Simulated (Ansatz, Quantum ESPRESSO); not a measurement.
## Mode couplings of Fe (Im-3m) in a second program

Aim: mode couplings and λ of Fe (Im-3m) by double-delta sums in Quantum ESPRESSO.

Calculated with Ansatz 0.2.0 and Quantum ESPRESSO 7.5; DFT PBE, scalar-relativistic, plane waves, PAW, in the first sound run; inputs show where later runs differ.

Report form: the programs' logs are mostly left out.

## 1. The structure

It takes space group Im-3m (No. 229, cubic). The conventional cell has a = 2.886 Å, b = 2.886 Å, c = 2.886 Å, α = 90.00°, β = 90.00°, γ = 90.00°. Fe has 8 Fe at 2.50 Å nearest.

## 2. Relaxation

Lattice constant and positions set the bands and the force constants, so the cell is relaxed first.

input.yaml

```yaml
crystal:
  lattice:
    - [-1.443, 1.443, 1.443]
    - [1.443, -1.443, 1.443]
    - [1.443, 1.443, -1.443]
  atoms:
    - { symbol: Fe, position: [0.0, 0.0, 0.0], spin: 2.66 }
kpoints:
  mp_grid: { grid: [14, 14, 14] }
hamiltonian:
  xc: pbe
scf:
  occupations: { method: gaussian, width: 0.1 }
output:
  forces: true
  stress: true
  eigenvalues: true
  populations: true
magnetization:
  spin_polarized: true
relax:
  adjacent_minimum: "off"
  f_tol: 0.005
  max_steps: 80
  cell: { stress_tol: 0.05 }
```

Started as:

```sh
> ansatz run input.yaml --threads 4 --pin off --max-ram 8192MiB --backend cpu --events-out ev --progress --plain --runs-dir out
```

Wall time 5.6 s (4 threads of Arm Neoverse V1, shared host); peak memory 0.31 GiB; 19 s of CPU time.

Relaxation path:

```
step  energy less that of the first step (eV)  largest force component (eV/Å)  pressure (GPa)  volume (Å³)
   1                                   0.0000                          0.0000           -9.90        12.02
   2                                  -0.0195                          0.0000           -3.98        11.58
   3                                  -0.0225                          0.0000            0.76        11.31
   4                                  -0.0226                          0.0000            0.02        11.35
   5                                  -0.0222                          0.0000            0.05        11.35
```

The log counts 1 steps on a newly chosen plane-wave basis, not all of them marked here; energy and pressure can jump at such steps.

| conventional cell, symmetrised | before | after | change |
| --- | --- | --- | --- |
| a (Å) | 2.886 | 2.831 | -1.9 % |
| b (Å) | 2.886 | 2.831 | -1.9 % |
| c (Å) | 2.886 | 2.831 | -1.9 % |
| volume (Å³/atom) | 12.02 | 11.35 | -5.6 % |

Final coordinates:

```xyz
1
Lattice="-1.4157 1.4157 1.4157 1.4157 -1.4157 1.4157 1.4157 1.4157 -1.4157" Properties=species:S:1:pos:R:3 pbc="T T T"
Fe    0.0000    0.0000    0.0000
```

Numbers from this step:

```
magnetization          : 2.181 μB
absolute magnetization : 2.288 μB
site moments           : 2.222 μB
pressure               : 0.04543 GPa
volume per atom        : 11.35 Å³
metallic on mesh       : yes
gap on the k-mesh      : 0 eV
```

The largest force is now zero by symmetry and the largest stress component 0.045 GPa.

## 3. Ground state with pw.x

ph.x needs a tightly converged ground state on the same k mesh; the cell is that of the step before.

This step: DFT PBE, scalar-relativistic, plane waves, GBRV ultrasoft pseudopotentials (Quantum ESPRESSO 7.5).

pw.in

```
 &control
    calculation='scf',
    prefix='x',
    outdir='./tmp',
    pseudo_dir='./pseudo',
    tprnfor=.true.,
    tstress=.true.,
 /
 &system
    ibrav=0,
    nat=1,
    ntyp=1,
    ecutwfc=52.0,
    ecutrho=416.0,
    occupations='smearing',
    smearing='fd',
    degauss=0.00734986,
    nbnd=15,
    nspin=2,
    starting_magnetization(1)=0.152,
 /
 &electrons
    conv_thr=1.0d-11,
    mixing_beta=0.5,
 /
ATOMIC_SPECIES
 Fe     55.8450  Fe.upf
CELL_PARAMETERS angstrom
    -1.415748791    1.415748791    1.415748791
     1.415748791   -1.415748791    1.415748791
     1.415748791    1.415748791   -1.415748791
ATOMIC_POSITIONS crystal
 Fe     0.000000000   0.000000000   0.000000000
K_POINTS automatic
 15 15 15 0 0 0
```

Started as:

```sh
> OMP_NUM_THREADS=1 mpirun -n 4 pw.x -nk 4 -in pw.in > pw.x.log
```

Wall time 10 s (4 MPI ranks).

This step gave:

| Property | Result |
| --- | --- |
| pressure | 0.9020 GPa |
| magnetization | 2.22 μB |

With these potentials, mesh and smearing the cell is at 0.90 GPa.

## 4. Phonons and couplings with ph.x: Fermi–Dirac smearing of 0.1 eV

ph.x gives each mode's frequency and linewidth; λ of a mode follows from Gaussian double-delta sums over the k mesh, here at four widths.

ph.in

```
phonons and couplings
 &inputph
    prefix='x',
    outdir='./tmp',
    tr2_ph=1.0d-15,
    fildyn='x.dyn',
    fildvscf='dvscf',
    ldisp=.true.,
    nq1=3,
    nq2=3,
    nq3=3,
    electron_phonon='simple',
    el_ph_ngauss=0,
    el_ph_sigma=0.00734986,
    el_ph_nsigma=4,
    alpha_mix(1)=0.5,
    amass(1)=55.845,
 /
```

Started as:

```sh
> OMP_NUM_THREADS=1 mpirun -n 4 ph.x -nk 4 -in ph.in > ph.x.log
```

It took 26 min on 4 MPI ranks.

Numbers from this step:

```yaml
highest_frequency_solved_or_plainly_interpolated: 294.6 cm⁻¹
omega_log_against_width: 27.96, 28.69, 28.73, 28.72 meV, at widths 0.1 to 0.4 eV
```

As ph.x prints them, no sum rule imposed; at the zone centre the sum is no linewidth. Double-delta sums:

```
    q1      q2       q3  star  mode  omega (meV)  lambda_q, sigma 0.1 eV  lambda_q, sigma 0.2 eV  lambda_q, sigma 0.3 eV  lambda_q, sigma 0.4 eV  half width at sigma 0.2 (meV)
     0       0        0     1     1      -0.6844                       0                       0                       0                       0                        4.14e-5
     0       0        0     1     2      -0.6844                       0                       0                       0                       0                        4.14e-5
     0       0        0     1     3      -0.6844                       0                       0                       0                       0                        4.14e-5
     0       0   0.3333    12     1        18.75                  0.0655                  0.0543                  0.0556                  0.0602                        0.02663
     0       0   0.3333    12     2        23.34                  0.0419                  0.0308                  0.0337                  0.0451                        0.02341
     0       0   0.3333    12     3        35.46                  0.0519                   0.039                   0.041                   0.049                        0.06853
     0  0.3333   0.3333     8     1        25.69                  0.0358                  0.0764                  0.0832                  0.0838                        0.07043
     0  0.3333   0.3333     8     2        34.73                  0.0198                   0.028                  0.0324                   0.037                        0.04711
     0  0.3333   0.3333     8     3        34.73                  0.0198                   0.028                  0.0324                   0.037                        0.04711
0.3333  0.3333  -0.3333     6     1        30.72                  0.0843                  0.1239                  0.1285                  0.1314                         0.1633
0.3333  0.3333  -0.3333     6     2        30.72                  0.0843                  0.1239                  0.1285                  0.1314                         0.1633
0.3333  0.3333  -0.3333     6     3        36.52                  0.0726                  0.0922                  0.0959                  0.1049                         0.1716
```

Mean over the q mesh without its centre; few wavevectors enter, so none of the widths can be taken as converged. Table of coupling constant λ, lambda by Gaussian width:

```csv
Gaussian width (eV),"coupling constant λ, lambda"
0.100,0.152
0.200,0.176
0.300,0.187
0.400,0.205
```

λ runs from 0.152 at 0.1 eV to 0.205 at 0.4 eV.

## 5. Summary of results

```yaml
phonon_run_of_the_rows_without_a_label_of_their_own: PBE, q 3×3×3, k 15×15×15
coupling_lambda_by_gaussian_sums_at_0p2_ev_quantum_espresso_gbrv_cutoff_707_ev_q_3x3x3_k_15x15x15: 0.176
```

In words: Under gradient-corrected functionals ph.x can misplace modes where the density is low; no frozen-phonon run checks these frequencies. In the last run that gave them, λ from the Gaussian sums still varies by a factor of 1.3 between widths of 0.1 and 0.4 eV; these sums hold few wavevectors and leave out the zone centre. The magnetic order is the one that this small cell was started in and need not be the ground state.

[Logs are printed without paths, hosts, clocks, repeated set-up lines and the standing remarks that a program may print on its own settings, such as how far it seeks lower states.]

[Hosts, paths, dates, database ids (printed as entryN), source tags and the programs' standing remarks are cut or masked in the printed files.]
